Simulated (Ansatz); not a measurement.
**The graphene bilayer (AB) between two gates**

How do the bands of the graphene bilayer (AB) follow a displacement field between two gates?

Calculated with Ansatz 0.2.0; plane-wave DFT, LDA, Ansatz PAW.

### 1. The structure

The cell holds 4 atoms: 4 C. Its edges and angles: a = 2.467 Å, b = 2.467 Å, c = 21.350 Å, α = 90.0°, β = 90.0°, γ = 120.0°. Regions: layer 1: graphene, 2 atoms (2 C); layer 2: graphene, 2 atoms (2 C). Vacuum lies along c.

### 2. Relaxation

The starting cell is a guess, so the in-plane lattice and the atoms are relaxed first, with the slab cut off from its images along the normal. The program lengthens the vector along the normal by itself, so c and the volume that it reports differ from the typed ones.

Contents of input.yaml:

```yaml
crystal:
  lattice:
    - [2.467, 0.0, 0.0]
    - [-1.2335, 2.1364846711, 0.0]
    - [0.0, 0.0, 21.35]
  atoms:
    - { symbol: C, position: [0.6666666667, 0.3333333333, 0.4215456674] }
    - { symbol: C, position: [0.3333333333, 0.6666666667, 0.4215456674] }
    - { symbol: C, position: [0.0, 0.0, 0.5784543326] }
    - { symbol: C, position: [0.6666666667, 0.3333333333, 0.5784543326] }
  periodic: [true, true, false]
kpoints:
  mp_grid: { grid: [18, 18, 1] }
hamiltonian:
  xc: lda
scf:
  occupations: { method: fermi_dirac, width: 0.05 }
  convergence: { dr2_threshold: 1.0e-09 }
relax:
  f_tol: 0.004
  max_steps: 90
  cell: {}
output:
  write_potential: true
  write_density: true
  volumetric_format: npy
```

On the command line:

```console
$ ansatz run input.yaml --threads 4 --pin off --max-ram 6144MiB --backend cpu --events-out ev --progress --plain --runs-dir out
```

Numbers of over 12 decimals in the logs are rounded to 6 here.

Output:

```text
Warning: crystal.periodic: the lattice vector that does not repeat stood 0.000° off the slab's normal, 21.350 Å along it as the deck builds it. The run solves the slab on a vector along the normal, 30.500 Å long, with every atom where it was (on the deck's vector they left 18.00 Å outside them, and the widest stretch free of ions among them is 3.35 Å). A fractional position that the run reports is one of the run's ce [...]
Warning: relax.cell: scf.convergence.dr2_threshold = 1e-9 eV is looser than the 2.24438552865e-10 eV advised for a relaxation that steers and ends on the stress (1e-10 eV for each atom of the cell: 4, times the square of relax.cell.stress_2d_tol = 0.05 N/m over 13.4 Å (the atoms' height at the walk's start and 5 Å past either face), 3.745e-2 GPa, over a crystal's default 0.05). What an SCF threshold leaves in a stress goes as its square root, and in the free energy as the threshold itself, and one threshold admits the most on a small cell: [figures from the program's tests cut] Set scf.convergence.dr2_threshold to 2.24438552865e-10 eV or tighter. [rest of the remark cut]
crystal.periodic: the lattice vector that does not repeat stood 0.000° off the slab's normal, 21.350 Å along it as the deck builds it. The run solves the slab on a vector along the normal, 30.500 Å long, with every atom where it was (on the deck's vector they left 18.00 Å outside them, and the widest stretch free of ions among them is 3.35 Å). A fractional position that the run reports is one of the run's cell, which [...]
Engine: ansatz 0.2.0, aarch64-unknown-linux-gnu
Pseudopotentials: kind: paw
Pseudopotential: C, paw, valence charge 4, recommended cutoff 420 eV (normal), C.paw.azcp
Functional definition: SPW92
  exchange = slater_x
  correlation = pw_c
Crystal: 4 atoms, lattice volume = 160.757 Å³
Basis set: ecut = 420 eV, 3035 PW (Γ)
Bands: 12, of which v1, the nominal top of the filled ones, is band 8 counted from 1 (7 counted from 0)
Symmetry: 12 space group operations
Space group: P-3m1 (ITA 164), of the structure as read, at distance tolerance 5.4e-5 Å
k-points: 37 of 324
Non-local potential: C, projectors of the file, l = 0: 2, l = 1: 2, l = 2: 1
PAW form: soft (Blöchl's): semilocal exchange-correlation on the pseudo side does not see the compensation charge
PAW frozen core: C, regenerated for the run's functional, and the local potential with it (the file was generated under x = pbe(κ = 0.804, μ = 0.219515), c = pbe(β = 0.066725))
PAW one-centre angular grid: C, 110 points (default); XC on 64 Gauss nodes
Initial density: superposition of atomic densities (neutral atoms: chi_scale 0, normalization atom), corrected by the library's trained network
Initial wavefunctions: pseudopotential atomic-orbital guess
Functional: x = slater, c = lda
SCF iter   1: F=—  HF=-971.861592 eV  |F-HF|=—  |Δ(HF+E_count)|=         —  Δρ=3.06e-3  dr2=8.24e-3  ethr=1.77e-3  ⟨swp⟩=10.1  Hψ=4185  notcnv=0
preconditioner: auto → LDOS  [metal: Δε(μ)=0.370 eV  Ē_g=14.825 eV  σ=0.050 eV  W_gap=0.50  n_scr=18 (ndim 8)  ℏωp=11.7 eV  f_vac=0.757  D(μ)=0.12/eV (n_scr^D=2)  β→1.0]
SCF iter   2: F=—  HF=-971.864475 eV  |F-HF|=—  |Δ(HF+E_count)|=   2.88e-3  Δρ=1.07e-3  dr2=8.43e-3  ethr=5.15e-5  ⟨swp⟩=4.4  Hψ=1568  notcnv=0
SCF iter   3: F=—  HF=-971.862295 eV  |F-HF|=—  |Δ(HF+E_count)|=   2.18e-3  Δρ=4.17e-4  dr2=1.01e-3  ethr=5.15e-5  ⟨swp⟩=3.1  Hψ=873  notcnv=0
SCF iter   4: F=—  HF=-971.862090 eV  |F-HF|=—  |Δ(HF+E_count)|=   2.04e-4  Δρ=9.03e-5  dr2=3.64e-5  ethr=6.30e-6  ⟨swp⟩=3.4  Hψ=902  notcnv=0
SCF iter   5: F=—  HF=-971.862088 eV  |F-HF|=—  |Δ(HF+E_count)|=   2.10e-6  Δρ=1.40e-5  dr2=4.35e-7  ethr=2.27e-7  ⟨swp⟩=2.6  Hψ=898  notcnv=0
SCF iter   6: F=—  HF=-971.862105 eV  |F-HF|=—  |Δ(HF+E_count)|=   1.72e-5  Δρ=6.33e-6  dr2=6.25e-8  ethr=2.72e-9  ⟨swp⟩=3.3  Hψ=959  notcnv=0
SCF iter   7: F=—  HF=-971.862105 eV  |F-HF|=—  |Δ(HF+E_count)|=   1.39e-8  Δρ=9.95e-7  dr2=1.31e-9  ethr=3.90e-10  ⟨swp⟩=2.5  Hψ=793  notcnv=0
SCF iter   8: F=-971.862105 eV  HF=-971.862105 eV  |F-HF|=1.85e-10  |Δ(HF+E_count)|=  5.61e-10  Δρ=2.09e-7  dr2=2.08e-10  ethr=6.25e-12  ⟨swp⟩=10.6  Hψ=3051  notcnv=0
SCF 1 converged in 8 iterations: F = -971.862105 eV  dr2 = 2.08e-10
  greatest PAW one-centre occupation: 0.665 electrons in one spin orbital (limit 2), on the C atom at site 3 (counted from 0), in its partial waves of l = 0
relax step   1: F+E_penalty+E_count = -971.86210513 eV  Δ(F+E_penalty+E_count) = +0.000e0 eV  max|allowed force component| = 1.450e-2 eV/Å  Δτ_max = 0.0000 Å  P = -7.548 N/m  Ω = 160.757 Å³  fix = [c, alpha, beta]  reactions: c -0.000 N/m  (8 SCF iters, accepted)
Crystal: 4 atoms, lattice volume = 158.861 Å³
Basis set: ecut = 420 eV, 2999 PW (Γ)
Initial density: handed on by an earlier stage of this run
Initial wavefunctions: those handed on with the density
iter 1 solved again at ethr=4.51e-4 eV; its pass at ethr=3.10e-3 eV (dr2=7.21e-2 eV) is discarded
SCF iter   1: F=—  HF=-971.907360 eV  |F-HF|=—  |Δ(HF+E_count)|=         —  Δρ=7.58e-3  dr2=7.17e-2  ethr=4.51e-4  ⟨swp⟩=2.0  Hψ=4151  notcnv=0
preconditioner: auto → LDOS  [metal: Δε(μ)=0.414 eV  Ē_g=15.017 eV  σ=0.050 eV  W_gap=0.50  n_scr=18 (ndim 8)  ℏωp=11.8 eV  f_vac=0.762  D(μ)=0.12/eV (n_scr^D=2)  β→1.0]
SCF iter   2: F=—  HF=-971.918847 eV  |F-HF|=—  |Δ(HF+E_count)|=   1.15e-2  Δρ=4.51e-3  dr2=1.21e-1  ethr=4.48e-4  ⟨swp⟩=4.3  Hψ=1304  notcnv=0
SCF iter   3: F=—  HF=-971.883544 eV  |F-HF|=—  |Δ(HF+E_count)|=   3.53e-2  Δρ=5.66e-4  dr2=5.69e-4  ethr=4.48e-4  ⟨swp⟩=4.2  Hψ=1195  notcnv=0
SCF iter   4: F=—  HF=-971.883420 eV  |F-HF|=—  |Δ(HF+E_count)|=   1.24e-4  Δρ=1.36e-4  dr2=1.41e-5  ethr=3.55e-6  ⟨swp⟩=3.3  Hψ=1048  notcnv=0
SCF iter   5: F=—  HF=-971.883422 eV  |F-HF|=—  |Δ(HF+E_count)|=   1.77e-6  Δρ=2.13e-5  dr2=2.14e-7  ethr=8.80e-8  ⟨swp⟩=3.0  Hψ=881  notcnv=0
SCF iter   6: F=—  HF=-971.883437 eV  |F-HF|=—  |Δ(HF+E_count)|=   1.56e-5  Δρ=8.59e-6  dr2=1.02e-7  ethr=1.33e-9  ⟨swp⟩=2.7  Hψ=882  notcnv=0
SCF iter   7: F=—  HF=-971.883437 eV  |F-HF|=—  |Δ(HF+E_count)|=   2.62e-8  Δρ=8.55e-7  dr2=1.55e-9  ethr=6.38e-10  ⟨swp⟩=2.4  Hψ=776  notcnv=0
SCF iter   8: F=-971.883437 eV  HF=-971.883437 eV  |F-HF|=9.07e-11  |Δ(HF+E_count)|=  9.00e-10  Δρ=1.84e-7  dr2=4.26e-11  ethr=6.25e-12  ⟨swp⟩=10.8  Hψ=3195  notcnv=0
SCF 2 converged in 8 iterations: F = -971.883437 eV  dr2 = 4.26e-11
  greatest PAW one-centre occupation: 0.669 electrons in one spin orbital (limit 2), on the C atom at site 3 (counted from 0), in its partial waves of l = 0
[...]
SCF iter   5: F=—  HF=-971.885288 eV  |F-HF|=—  |Δ(HF+E_count)|=   1.22e-5  Δρ=1.02e-4  dr2=1.29e-5  ethr=2.08e-7  ⟨swp⟩=2.6  Hψ=864  notcnv=0
SCF iter   6: F=—  HF=-971.885288 eV  |F-HF|=—  |Δ(HF+E_count)|=   1.73e-7  Δρ=2.74e-5  dr2=8.35e-7  ethr=8.08e-8  ⟨swp⟩=2.3  Hψ=756  notcnv=0
SCF iter   7: F=—  HF=-971.885304 eV  |F-HF|=—  |Δ(HF+E_count)|=   1.54e-5  Δρ=3.92e-6  dr2=1.66e-8  ethr=5.22e-9  ⟨swp⟩=3.0  Hψ=867  notcnv=0
SCF iter   8: F=-971.885304 eV  HF=-971.885304 eV  |F-HF|=1.05e-10  |Δ(HF+E_count)|=   3.49e-9  Δρ=5.39e-7  dr2=3.42e-10  ethr=6.25e-12  ⟨swp⟩=9.2  Hψ=3526  notcnv=0
SCF 3 converged in 8 iterations: F = -971.885304 eV  dr2 = 3.42e-10
  greatest PAW one-centre occupation: 0.671 electrons in one spin orbital (limit 2), on the C atom at site 3 (counted from 0), in its partial waves of l = 0
relax step   3: F+E_penalty+E_count = -971.88530388 eV  Δ(F+E_penalty+E_count) = -1.866e-3 eV  max|allowed force component| = 2.084e-2 eV/Å  Δτ_max = 0.0841 Å  P = +0.862 N/m  Ω = 157.611 Å³  energy of the carried Pulay correction = +2.897e-3 eV  fix = [c, alpha, beta]  reactions: c +0.000 N/m  (8 SCF iters, accepted)
[...]
relax step   4: F+E_penalty+E_count = -971.88708267 eV  Δ(F+E_penalty+E_count) = -1.779e-3 eV  max|allowed force component| = 4.566e-3 eV/Å  Δτ_max = 0.0476 Å  P = +0.014 N/m  Ω = 157.907 Å³  energy of the carried Pulay correction = +2.622e-3 eV  fix = [c, alpha, beta]  reactions: c +0.000 N/m  (8 SCF iters, accepted)
[...]
relax step   5: F+E_penalty+E_count = -971.88719283 eV  Δ(F+E_penalty+E_count) = -1.102e-4 eV  max|allowed force component| = 2.291e-3 eV/Å  Δτ_max = 0.0194 Å  P = +0.022 N/m  Ω = 157.900 Å³  energy of the carried Pulay correction = +2.628e-3 eV  fix = [c, alpha, beta]  reactions: c +0.000 N/m  (8 SCF iters, accepted)
[...]
relax step   6: F+E_penalty+E_count = -971.88719833 eV  Δ(F+E_penalty+E_count) = -5.505e-6 eV  max|allowed force component| = 1.544e-4 eV/Å  Δτ_max = 0.0052 Å  P = -0.001 N/m  Ω = 157.910 Å³  energy of the carried Pulay correction = +2.619e-3 eV  fix = [c, alpha, beta]  reactions: c -0.000 N/m  (7 SCF iters, accepted)
[...]
relax step   7: F+E_penalty+E_count = -971.88493862 eV  Δ(F+E_penalty+E_count) = +2.260e-3 eV  max|allowed force component| = 1.766e-4 eV/Å  Δτ_max = 0.0000 Å  P = -0.084 N/m  Ω = 157.910 Å³  fix = [c, alpha, beta]  reactions: c -0.000 N/m  stress off target by 8.37e-2 N/m on what of the cell is left free  SCF on the basis re-selected at this cell (its energy is not comparable with the rows above)  (4 SCF iters)
[...]
relax step   8: F+E_penalty+E_count = -971.88497051 eV  Δ(F+E_penalty+E_count) = -3.189e-5 eV  max|allowed force component| = 6.669e-5 eV/Å  Δτ_max = 0.0004 Å  P = +0.005 N/m  Ω = 157.878 Å³  energy of the carried Pulay correction = +2.919e-5 eV  fix = [c, alpha, beta]  reactions: c +0.000 N/m  (5 SCF iters, accepted)
iter 1 solved again at ethr=4.33e-7 eV; its pass at ethr=3.10e-3 eV (dr2=6.93e-5 eV) is discarded
SCF iter   1: F=—  HF=-971.884912 eV  |F-HF|=—  |Δ(HF+E_count)|=         —  Δρ=9.98e-7  dr2=3.32e-10  ethr=4.33e-7  ⟨swp⟩=5.2  Hψ=6188  notcnv=0
eigensolver tolerance schedule: the retry pair's looser diagonalisation over-reported the residual by 208630.05 of it (diagonalisation noise at an unbounded share of the residual, at the tolerance the schedule requests for it); recorded, not acted on — ethr = c·dr2/N_el stays at c = 1.0e-1
preconditioner: auto → LDOS  [metal: Δε(μ)=0.381 eV  Ē_g=14.964 eV  σ=0.050 eV  W_gap=0.50  n_scr=18 (ndim 8)  ℏωp=11.8 eV  f_vac=0.761  D(μ)=0.12/eV (n_scr^D=2)  β→1.0]
SCF iter   2: F=—  HF=-971.884925 eV  |F-HF|=—  |Δ(HF+E_count)|=   1.27e-5  Δρ=6.07e-7  dr2=6.24e-10  ethr=2.08e-12  ⟨swp⟩=19.4  Hψ=4786  notcnv=0
SCF iter   3: F=-971.884925 eV  HF=-971.884925 eV  |F-HF|=4.31e-11  |Δ(HF+E_count)|=  2.22e-10  Δρ=2.44e-7  dr2=5.83e-11  ethr=2.08e-12  ⟨swp⟩=6.8  Hψ=2823  notcnv=0
SCF 9 converged in 3 iterations: F = -971.884925 eV  dr2 = 5.83e-11
relax step   9: F+E_penalty+E_count = -971.88492457 eV  Δ(F+E_penalty+E_count) = +4.594e-5 eV  max|allowed force component| = 6.454e-5 eV/Å  Δτ_max = 0.0000 Å  P = +0.005 N/m  Ω = 157.878 Å³  fix = [c, alpha, beta]  reactions: c +0.000 N/m  stress off target by 4.51e-3 N/m on what of the cell is left free  SCF on the basis re-selected at this cell (its energy is not comparable with the rows above)  (3 SCF iters)
basis re-selected at this cell: Δ(F+E_penalty+E_count) = +4.594e-5 eV, ΔP = -0.001 N/m vs the last step (what re-selecting the basis moved, of the pressure what is left beyond the Pulay correction that the steps carried, after the strain that the cell walked since its last selection, with what the two solves' SCF thresholds leave and, on support functions, any second-order correction that the steps lacked; it is no m [...]
WARN: The output density's exchange-correlation potential varies sharply where the density is thin. Do not read a vacuum level from v_tot or v_xc, or from such a field of the output density. On a cell that repeats whose density bears no net charge and no dipole along the vacuum's axis use v_es (v_loc + v_h of the components); under efield.dipole_correction with no amplitude use v_es + v_field, which holds any externa [...]
SCF converged after 3 iterations
Free energy (F): -971.884925 eV
Harris-Foulkes:  -971.884925 eV  (|F-HF|=4.31e-11)
Internal energy: -971.884062 eV  (E = F + TS)
E sigma→0 (E₀):  -971.884493 eV
Entropy (-TS):   -0.000862 eV (-0.216 meV/atom)
Fermi energy:    -4.516805 eV
--- Per-component energies (eV) ---
  E_band       = -218.491346
  E_kinetic    = 366.126692
  E_local      = -25888.143161  (includes V_loc(G=0)·N_el)
  E_nonlocal   = 114.297498
  E_hartree    = 12728.603350
  E_xc         = -190.577943
  E_vxc        = -236.960354  (∫ρ·V_xc dr)
  E_paw        = -367.860992  (= ΣΔE_a)
  E_vpaw       = -31.019308  (= ΣTr[D̂ρ^β])
  E_aug_tail   = 0.000038  (compensation charges beyond the density's cutoff)
  E_ewald      = 12265.419126
  E_core_change = 0.251330  (= ΣΔE_core)
  E_smearing   = -0.000862  (= −TS)
  E_closure    = 0.000000  (closes the sum)
  Σ components = -971.884925   (vs F -971.884925, Δ=0.00e0)
--- Forces (eV/Å), atoms counted from 1 ---
  atom   1  C      0.00000000     0.00000000     0.00006454
  atom   2  C      0.00000000    -0.00000000    -0.00006438
  atom   3  C      0.00000000     0.00000000     0.00006438
  atom   4  C      0.00000000    -0.00000000    -0.00006454
  max |Σ_I F_I| component: 1.48e-16 eV/Å
--- 2D stress c σ (N/m, compression-positive) ---
        0.004506      -0.000000      -0.000000
       -0.000000       0.004506       0.000000
       -0.000000       0.000000       0.000000
  P = ½ c Tr σ = 0.0045 N/m
--- Band table (eV; the first three rows and the last of 37) ---
  k-point 0: bands = [... 4 lower, -7.5163, -7.5163, -7.5064, -7.5064, -1.0478, -0.5449, 0.3521, 0.5087]
  k-point 1: bands = [... 4 lower, -7.8115, -7.7975, -7.6785, -7.6656, -0.9494, -0.4444, 0.4543, 0.6113]
  k-point 2: bands = [... 4 lower, -8.6251, -8.6014, -8.1079, -8.0902, -0.6541, -0.1428, 0.7610, 0.9191]
  k-point 36: bands = [... 4 lower, -15.2746, -15.2746, -4.8748, -4.5168, -4.5168, -4.1360, 5.8363, 5.8363]
  the weakly bound empty levels are not read free of the cell's end (no_gap_told)
--- Relaxed structure (7 steps of the walk, 7 accepted, 2 SCFs on fresh bases) ---
  F+E_penalty+E_count = -971.88492457 eV   max|allowed force component| = 6.454e-5 eV/Å   (the final SCF, on the basis selected at the relaxed cell)
  cell:  # Å, volume = 157.8778 Å³
    - [2.444811, 0, 0]
    - [-1.222405, 2.117268, 0]
    - [0, 0, 30.500000]
  atoms:
    - { symbol: C, position: [0.666667, 0.333333, 0.295655] }
    - { symbol: C, position: [0.333333, 0.666667, 0.295635] }
    - { symbol: C, position: [-1.4603593250260807e-19, -5.580322309626303e-17, 0.404365] }
    - { symbol: C, position: [0.666667, 0.333333, 0.404345] }
```

The job ended after 10 s (4 threads of Arm Neoverse V2, shared host; peak memory 0.43 GiB).

The steps of the relaxation:

```
step  energy less that of the first step (eV)  largest force component (eV/Å)  volume (Å³)
   1                                   0.0000                          0.0145       160.76
   2                                  -0.0213                          0.0094       158.86
   3                                  -0.0232                          0.0208       157.61
   4                                  -0.0250                          0.0046       157.91
   5                                  -0.0251                          0.0023       157.90
   6                                  -0.0251                          0.0002       157.91
  7*                                  -0.0228                          0.0002       157.91
   8                                  -0.0229                          0.0001       157.88
  9*                                  -0.0228                          0.0001       157.88
```

Relaxation steps marked * repeat the geometry before them on a plane-wave basis chosen anew for their cell, so energy and pressure can jump there.

The run keeps the 12 symmetry operations that it works with, so distortions that break them were not tested.

```
cell as run  before  after  change
      a (Å)   2.467  2.445  -0.9 %
      b (Å)   2.467  2.445  -0.9 %
```

The atoms that moved most (Å, along periodic axes as changes of fractional coordinates times the final cell, across vacuum about the mean position):

```
atom     dx     dy      dz  length
  C4  0.000  0.000  -0.017   0.017
  C1  0.000  0.000   0.017   0.017
  C2  0.000  0.000   0.017   0.017
  C3  0.000  0.000  -0.017   0.017
```

This step gave:

```yaml
energy_at_zero_smearing: -971.8845 eV
```

The lattice constant a goes from 2.467 to 2.445 Å.

(Continued in part 2 of 3.)

[Logs are printed without paths, hosts, clocks, repeated set-up lines and the standing remarks that a program may print on its own settings, such as how far it seeks lower states.]

[Hosts, paths, dates, database ids (printed as entryN), source tags and the programs' standing remarks are cut or masked in the printed files.]

[Maps of the electrostatic potential energy from Ansatz leave out the sawtooth potential of an applied field or a dipole correction, so their vacuum need not be flat; planar profiles and work functions include it.]
